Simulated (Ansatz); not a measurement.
**Screened interactions in RbPrSe2 (R-3m)**

Aim: U, U′ and J for the Pr f shell of RbPrSe2 (R-3m).

Method: non-magnetic LDA, then constrained RPA, plane waves, PAW, in Ansatz 0.2.0.

### 1. The starting structure

Symmetry: R-3m, No. 166, trigonal system. Conventional cell: a = 4.352 Å, b = 4.352 Å, c = 23.655 Å, α = 90.00°, β = 90.00°, γ = 120.00°. Nearest to Rb lie 6 Se at 3.44 Å. Nearest to Pr lie 6 Se at 2.98 Å. Nearest to Se lie 3 Pr at 2.98 Å and 3 Rb at 3.44 Å. Farther neighbours and most contacts between anions are not listed.

The cell and positions come from the Crystallography Open Database and are kept as given unless a step says otherwise. Spin-orbit coupling is left out unless a step names it. The default PAW set here is soft_2. Its files were made with PBE.

### 2. LDA bands and orbital weights

This step: DFT, LDA, plane waves, PAW.

File input.yaml:

```yaml
crystal:
  lattice:
    - [3.52653635, 6.60414791, 3.52653635]
    - [3.52653635, 3.52653635, 6.60414791]
    - [6.60414791, 3.52653635, 3.52653635]
  atoms:
    - { symbol: Rb, position: [0.0, 0.0, 0.0] }
    - { symbol: Pr, position: [0.5, 0.5, 0.5] }
    - { symbol: Se, position: [0.23421, 0.23421, 0.23421] }
    - { symbol: Se, position: [0.76579, 0.76579, 0.76579] }
kpoints:
  mp_grid: { grid: [8, 8, 8] }
  band_path:
    path:
      - [[0.0, 0.0, 0.0], [0.5, 0.5, 0.5], [0.81640627, 0.18359373, 0.5]]
      - [[0.5, -0.18359373, 0.18359373], [0.5, 0.0, 0.0], [0.0, 0.0, 0.0], [0.34179687, -0.34179687, 0.0]]
      - [[0.65820313, 0.0, 0.34179687], [0.5, 0.0, 0.5], [0.0, 0.0, 0.0]]
    npoints: 10
hamiltonian:
  xc: lda
scf:
  occupations: { method: gaussian, width: 0.08 }
  n_extra_bands: 21
  max_iter: 150
output:
  eigenvalues: true
  forces: true
  stress: true
  fatbands: true
  write_density: true
  write_potential: true
  elf: true
  volumetric_format: npy
```

Launch:

```bash
$ ansatz run input.yaml --threads 4 --pin off --max-ram 9216MiB --backend cpu --events-out ev --progress --plain --runs-dir out
```

Numbers of over 12 decimals in the logs are rounded to 6 here.

Log:

```text
basis.fft_grid_basis auto: the FFT boxes are laid along the combinations [[1, -1, 0], [0, 1, 0], [0, -1, 1]] of the cell's own vectors, 4.352, 8.276 and 4.352 Å long. The dense box has 30×60×30 points. Along the cell's own vectors, as sized, it would have 60×60×60, 4.00 times as many. Of the 12 symmetry operations that the crystal satisfies within crystal.symmetry.tolerance (time reversal apart; of a slab, those that [...]
Pr: projections on atomic orbitals take those of the free atom [Kr 4d10] 4f3 5s2 5p6 5d0 6s2, of charge +0.00 (hamiltonian.pseudopotentials.projection_atoms); the dataset's partial waves leave at most 1.4e-3 of an orbital's norm unspanned inside its sphere
scf.n_extra_bands = 21 over 27 filled bands (N_el = 54.0): the run solves 48 bands
Engine: ansatz 0.2.0, aarch64-unknown-linux-gnu
Pseudopotentials: kind: paw
Pseudopotential: Rb, paw, valence charge 9, recommended cutoff 420 eV (normal), Rb.paw.azcp
Pseudopotential: Pr, paw, valence charge 13, recommended cutoff 420 eV (normal), Pr.paw.azcp
Pseudopotential: Se, paw, valence charge 16, recommended cutoff 420 eV (normal), Se.paw.azcp
Functional definition: SPW92
  exchange = slater_x
  correlation = pw_c
Crystal: 4 atoms, lattice volume = 129.357 Å³
Basis set: ecut = 420 eV, 2559 PW (Γ), FFT grids on a1−a2, a2, −a2+a3
Bands: 48, of which v1, the nominal top of the filled ones, is band 27 counted from 1 (26 counted from 0)
Symmetry: 12 space group operations
Space group: R-3m (ITA 166), of the structure as read, at distance tolerance 5.1e-5 Å
k-points: 65 of 512
Non-local potential: Rb, projectors of the file, l = 0: 3, l = 1: 2, l = 2: 2
Non-local potential: Pr, projectors of the file, l = 0: 3, l = 1: 2, l = 2: 2, l = 3: 3
Non-local potential: Se, projectors of the file, l = 0: 2, l = 1: 2, l = 2: 3, l = 3: 1
PAW form: soft (Blöchl's): semilocal exchange-correlation on the pseudo side does not see the compensation charge
PAW frozen core: Rb, regenerated for the run's functional, and the local potential with it (the file was generated under x = pbe(κ = 0.804, μ = 0.219515), c = pbe(β = 0.066725))
PAW frozen core: Pr, regenerated for the run's functional, and the local potential with it (the file was generated under x = pbe(κ = 0.804, μ = 0.219515), c = pbe(β = 0.066725))
PAW frozen core: Se, regenerated for the run's functional, and the local potential with it (the file was generated under x = pbe(κ = 0.804, μ = 0.219515), c = pbe(β = 0.066725))
PAW one-centre angular grid: Rb, 110 points (default); XC on 64 Gauss nodes
PAW one-centre angular grid: Pr, 590 points (default); XC on 64 Gauss nodes
PAW one-centre angular grid: Se, 590 points (default); XC on 64 Gauss nodes
Initial density: superposition of atomic densities (neutral atoms: chi_scale 0, normalization atom), corrected by the library's trained network
Initial wavefunctions: pseudopotential atomic-orbital guess
Functional: x = slater, c = lda
SCF iter   1: F=—  HF=-20695.253182 eV  |F-HF|=—  |Δ(HF+E_count)|=         —  Δρ=7.03e-3  dr2=3.63e-2  ethr=1.77e-3  ⟨swp⟩=5.5  Hψ=12943  notcnv=0  defer=331
preconditioner: auto → LDOS  [metal: Δε(μ)=0.001 eV  Ē_g=12.973 eV  σ=0.080 eV  W_gap=0.00  n_scr=28 (ndim 8)  ℏωp=17.9 eV  f_vac=0.073  D(μ)=39.44/eV (n_scr^D=876)  β→1.0]
SCF iter   2: F=—  HF=-20695.337703 eV  |F-HF|=—  |Δ(HF+E_count)|=   8.45e-2  Δρ=2.93e-2  dr2=4.00e-1  ethr=6.71e-5  ⟨swp⟩=2.0  Hψ=5491  notcnv=0  defer=489
SCF iter   3: F=—  HF=-20695.362899 eV  |F-HF|=—  |Δ(HF+E_count)|=   2.52e-2  Δρ=3.85e-2  dr2=6.77e-1  ethr=6.71e-5  ⟨swp⟩=2.0  Hψ=4478  notcnv=0  defer=489
SCF iter   4: F=—  HF=-20695.313981 eV  |F-HF|=—  |Δ(HF+E_count)|=   4.89e-2  Δρ=2.99e-2  dr2=4.12e-1  ethr=6.71e-5  ⟨swp⟩=1.0  Hψ=2570  notcnv=0  defer=489
SCF iter   5: F=—  HF=-20695.248725 eV  |F-HF|=—  |Δ(HF+E_count)|=   6.53e-2  Δρ=3.86e-3  dr2=6.44e-3  ethr=6.71e-5  ⟨swp⟩=2.0  Hψ=3873  notcnv=0  defer=489
SCF iter   6: F=—  HF=-20695.246746 eV  |F-HF|=—  |Δ(HF+E_count)|=   1.98e-3  Δρ=1.92e-3  dr2=2.71e-3  ethr=1.19e-5  ⟨swp⟩=1.0  Hψ=2691  notcnv=0  defer=483
SCF iter   7: F=—  HF=-20695.246690 eV  |F-HF|=—  |Δ(HF+E_count)|=   5.65e-5  Δρ=2.33e-3  dr2=3.11e-3  ethr=5.03e-6  ⟨swp⟩=1.0  Hψ=2570  notcnv=0  defer=483
SCF iter   8: F=—  HF=-20695.246727 eV  |F-HF|=—  |Δ(HF+E_count)|=   3.75e-5  Δρ=2.24e-3  dr2=2.50e-3  ethr=5.03e-6  ⟨swp⟩=1.0  Hψ=2570  notcnv=0  defer=483
SCF iter   9: F=—  HF=-20695.246333 eV  |F-HF|=—  |Δ(HF+E_count)|=   3.94e-4  Δρ=1.10e-3  dr2=6.55e-4  ethr=4.64e-6  ⟨swp⟩=1.0  Hψ=2570  notcnv=0  defer=483
SCF iter  10: F=—  HF=-20695.246095 eV  |F-HF|=—  |Δ(HF+E_count)|=   2.38e-4  Δρ=5.36e-4  dr2=2.14e-4  ethr=1.21e-6  ⟨swp⟩=1.0  Hψ=2571  notcnv=0  defer=483
SCF iter  11: F=—  HF=-20695.246087 eV  |F-HF|=—  |Δ(HF+E_count)|=   7.96e-6  Δρ=6.21e-4  dr2=1.78e-4  ethr=3.96e-7  ⟨swp⟩=2.4  Hψ=3213  notcnv=0  defer=483
SCF iter  12: F=—  HF=-20695.246048 eV  |F-HF|=—  |Δ(HF+E_count)|=   3.95e-5  Δρ=1.02e-4  dr2=4.96e-6  ethr=3.30e-7  ⟨swp⟩=1.0  Hψ=2570  notcnv=0  defer=483
SCF iter  13: F=—  HF=-20695.246045 eV  |F-HF|=—  |Δ(HF+E_count)|=   2.43e-6  Δρ=2.55e-5  dr2=4.56e-7  ethr=9.19e-9  ⟨swp⟩=2.2  Hψ=4108  notcnv=0  defer=403
SCF iter  14: F=-20695.246045 eV  HF=-20695.246045 eV  |F-HF|=1.27e-8  |Δ(HF+E_count)|=   6.88e-8  Δρ=5.90e-6  dr2=2.78e-8  ethr=1.85e-10  ⟨swp⟩=14.0  Hψ=24139  notcnv=0
SCF 1 converged in 14 iterations: F = -20695.246045 eV  dr2 = 2.78e-8
  greatest PAW one-centre occupation: 1.000 electrons in one spin orbital (limit 2), on the Se atom at site 3 (counted from 0), in its partial waves of l = 2
NSCF: frozen V_eff on 73 k-points
SCF converged after 14 iterations
Free energy (F): -20695.246045 eV
Harris-Foulkes:  -20695.246045 eV  (|F-HF|=1.27e-8)
Internal energy: -20695.118173 eV  (E = F + TS)
E sigma→0 (E₀):  -20695.182109 eV
Entropy (-TS):   -0.127873 eV (-31.968 meV/atom)
Fermi energy:    7.880931 eV
--- Per-component energies (eV) ---
  E_band       = -913.847142
  E_kinetic    = 776.048283
  E_local      = -7004.548328  (includes V_loc(G=0)·N_el)
  E_nonlocal   = -935.321697
  E_hartree    = 3222.653786
  E_xc         = -559.199466
  E_vxc        = -579.711695  (∫ρ·V_xc dr)
  E_paw        = -11639.187659  (= ΣΔE_a)
  E_vpaw       = 384.383599  (= ΣTr[D̂ρ^β])
  E_aug_tail   = -0.001200  (compensation charges beyond the density's cutoff)
  E_ewald      = -4560.838369
  E_core_change = 5.276477  (= ΣΔE_core)
  E_smearing   = -0.127873  (= −TS)
  E_closure    = 0.000000  (closes the sum)
  Σ components = -20695.246045   (vs F -20695.246045, Δ=0.00e0)
--- Forces (eV/Å), atoms counted from 1 ---
  atom   1  Rb    -0.00000000     0.00000000     0.00000000
  atom   2  Pr     0.00000000     0.00000000    -0.00000000
  atom   3  Se    -0.22483604    -0.22483604    -0.22483604
  atom   4  Se     0.22483604     0.22483604     0.22483604
  max |Σ_I F_I| component: 5.55e-17 eV/Å
--- Stress (GPa, compression-positive) ---
       -3.181446       0.062198       0.062198
        0.062198      -3.181446       0.062198
        0.062198       0.062198      -3.181446
  P = ⅓ Tr σ = -3.1814 GPa (-31.814 kbar)
--- Band table (eV; the first three rows and the last of 65) ---
  k-point 0: bands = [... 23 lower, 5.8772, 6.1117, 6.1117, 7.8899, 7.9547, 7.9547, 8.0480, 8.3722, ... 17 higher]
  k-point 1: bands = [... 23 lower, 5.6421, 5.9346, 6.0166, 7.8934, 7.9500, 7.9520, 8.0338, 8.1771, ... 17 higher]
  k-point 2: bands = [... 23 lower, 5.0284, 5.8307, 5.9253, 7.8969, 7.9352, 7.9454, 7.9939, 8.0240, ... 17 higher]
  k-point 64: bands = [... 23 lower, 5.0882, 6.0116, 6.0116, 7.8700, 7.9522, 7.9522, 8.0480, 8.1748, ... 17 higher]
```

It took 14 s on 4 threads of Arm Neoverse V1, shared host; peak memory 0.69 GiB.

This step gave:

| Item | Value |
| --- | --- |
| pressure | -3.181 GPa |

Electronic bands along the path, in eV, zero at the Fermi level:

| point | band 23 | band 24 | band 25 | band 26 | band 27 | band 28 | band 29 | band 30 |
| --- | --- | --- | --- | --- | --- | --- | --- | --- |
| Γ | -3.02 | -2.00 | -1.77 | -1.77 | 0.01 | 0.07 | 0.07 | 0.17 |
| halfway | -2.99 | -2.36 | -1.82 | -1.82 | 0.00 | 0.07 | 0.07 | 0.17 |
| T | -2.96 | -2.79 | -1.87 | -1.87 | -0.01 | 0.07 | 0.07 | 0.17 |
| halfway | -2.91 | -2.55 | -2.29 | -1.96 | 0.00 | 0.04 | 0.07 | 0.11 |
| H2 | -3.10 | -2.65 | -2.64 | -2.34 | 0.01 | 0.01 | 0.02 | 0.06 |
| jump to H0 | -3.10 | -2.65 | -2.64 | -2.34 | 0.01 | 0.01 | 0.02 | 0.06 |
| halfway | -2.76 | -2.70 | -2.65 | -2.29 | 0.01 | 0.01 | 0.05 | 0.06 |
| L | -2.79 | -2.74 | -2.51 | -2.18 | 0.00 | 0.01 | 0.04 | 0.08 |
| halfway | -2.90 | -2.85 | -2.05 | -1.96 | 0.02 | 0.05 | 0.06 | 0.11 |
| Γ | -3.02 | -2.00 | -1.77 | -1.77 | 0.01 | 0.07 | 0.07 | 0.17 |
| halfway | -3.18 | -2.66 | -2.37 | -1.98 | 0.02 | 0.04 | 0.07 | 0.10 |
| S0 | -3.11 | -2.66 | -2.63 | -2.33 | 0.01 | 0.01 | 0.02 | 0.07 |
| jump to S2 | -3.11 | -2.66 | -2.63 | -2.33 | 0.01 | 0.01 | 0.02 | 0.07 |
| halfway | -2.86 | -2.66 | -2.54 | -2.23 | 0.01 | 0.01 | 0.06 | 0.06 |
| F | -2.89 | -2.86 | -2.14 | -2.07 | 0.00 | 0.01 | 0.05 | 0.09 |
| halfway | -2.96 | -2.82 | -2.10 | -2.05 | 0.01 | 0.05 | 0.06 | 0.11 |
| Γ | -3.02 | -2.00 | -1.77 | -1.77 | 0.01 | 0.07 | 0.07 | 0.17 |

Of the projections kept (Pr 5d, Pr 4f, Se 4p), the largest for each band there; the rest of the weight can lie on other orbitals:

| point | band 23 | band 24 | band 25 | band 26 | band 27 | band 28 | band 29 | band 30 |
| --- | --- | --- | --- | --- | --- | --- | --- | --- |
| Γ | Se 4p 0.67 | Se 4p 0.79 | Se 4p 0.77 | Se 4p 0.77 | Pr 4f 0.99 | Pr 4f 1.00 | Pr 4f 1.00 | Pr 4f 1.00 |
| T | Se 4p 0.65 | Se 4p 0.66 | Se 4p 0.78 | Se 4p 0.78 | Pr 4f 0.99 | Pr 4f 1.00 | Pr 4f 1.00 | Pr 4f 1.00 |
| H2 | Se 4p 0.74 | Se 4p 0.81 | Se 4p 0.82 | Se 4p 0.93 | Pr 4f 0.97 | Pr 4f 0.97 | Pr 4f 0.94 | Pr 4f 0.99 |
| H0 | Se 4p 0.74 | Se 4p 0.81 | Se 4p 0.82 | Se 4p 0.93 | Pr 4f 0.97 | Pr 4f 0.97 | Pr 4f 0.94 | Pr 4f 0.99 |
| L | Se 4p 0.70 | Se 4p 0.75 | Se 4p 0.87 | Se 4p 0.87 | Pr 4f 1.00 | Pr 4f 0.98 | Pr 4f 0.99 | Pr 4f 1.00 |
| Γ | Se 4p 0.67 | Se 4p 0.79 | Se 4p 0.77 | Se 4p 0.77 | Pr 4f 0.99 | Pr 4f 1.00 | Pr 4f 1.00 | Pr 4f 1.00 |

ELF in the ac plane of the conventional cell at fractional y = 0.000, with atoms of Rb and Pr and Se within 0.2 Å of it. It is the smooth field of the valence electrons, not physical close to the nuclei.

Ten even steps from '0' (0.01) to '9' (0.81), each cell a mean:
```
79962001014898
21113577642112
00135677764200
22111223211112
88752111114688
36998410269985
99874100135899
43101244310123
00000123210000
00124455543100
32125788863222
79952133213798
89842244323689
11125788874211
00023334332100
00001233310000
54210233210135
89985200147899
47997410258985
87642112113578
11111233321111
00135788764200
43212466531123
68973000015997
```
Columns run along a (4.4 Å), rows up along c (23.7 Å), edges of the conventional cell, whose origin can differ from the input's. Atoms in or near the plane, at fractional coordinates: Rb at (0.00, 0.00), Pr at (0.00, 0.50), Se at (0.00, 0.23), Se at (0.00, 0.77).

Valence density in the ac plane of the conventional cell at fractional y = 0.000, with atoms of Rb and Pr and Se within 0.2 Å of it. It is the smooth field of the valence electrons, not physical close to the nuclei.

Values in e/Å³, 24 rows by 14 columns, each cell a mean:
```
 1  1  1  0  0  0  0  0  0  0  0  1  1  2
 0  0  0  0  0  0  0  0  0  0  0  0  0  0
 0  0  0  0  0  0  0  0  0  0  0  0  0  0
 0  0  0  0  0  0  0  0  0  0  0  0  0  0
 1  1  0  0  0  0  0  0  0  0  0  0  0  1
23  9  2  1  0  0  0  0  0  0  0  1  4 16
 1  1  0  0  0  0  0  0  0  0  0  0  1  1
 0  0  0  0  0  0  0  0  0  0  0  0  0  0
 0  0  0  0  0  0  0  0  0  0  0  0  0  0
 0  0  0  0  0  0  0  0  0  0  0  0  0  0
 0  0  0  0  0  0  0  0  0  0  0  0  0  0
 2  2  2  1  0  0  0  0  0  0  0  1  2  2
 2  2  1  0  0  0  0  0  0  0  0  1  2  2
 0  0  0  0  0  0  0  0  0  0  0  0  0  0
 0  0  0  0  0  0  0  0  0  0  0  0  0  0
 0  0  0  0  0  0  0  0  0  0  0  0  0  0
 0  0  0  0  0  0  0  0  0  0  0  0  0  0
 3  2  1  0  0  0  0  0  0  0  0  0  1  2
22  8  2  1  0  0  0  0  0  0  0  1  3 15
 0  0  0  0  0  0  0  0  0  0  0  0  0  0
 0  0  0  0  0  0  0  0  0  0  0  0  0  0
 0  0  0  0  0  0  0  0  0  0  0  0  0  0
 0  0  0  0  0  0  0  0  0  0  0  0  0  0
 2  2  1  0  0  0  0  0  0  0  0  1  1  2
```
Columns run along a (4.4 Å), rows up along c (23.7 Å), edges of the conventional cell, whose origin can differ from the input's. Atoms in or near the plane, at fractional coordinates: Rb at (0.00, 0.00), Pr at (0.00, 0.50), Se at (0.00, 0.23), Se at (0.00, 0.77).

[end of part 1 of 2]

[Paths, hosts, dates, memory and timing lines, banners, echoed tables and standing remarks are left out of the program output.]

[Logs are printed without paths, hosts, clocks, repeated set-up lines and the standing remarks that a program may print on its own settings, such as how far it seeks lower states.]

[Runs of the session that timed out or met a known fault of the program may be left out.]

[Hosts, paths, dates, database ids (printed as entryN), source tags and the programs' standing remarks are cut or masked in the printed files.]
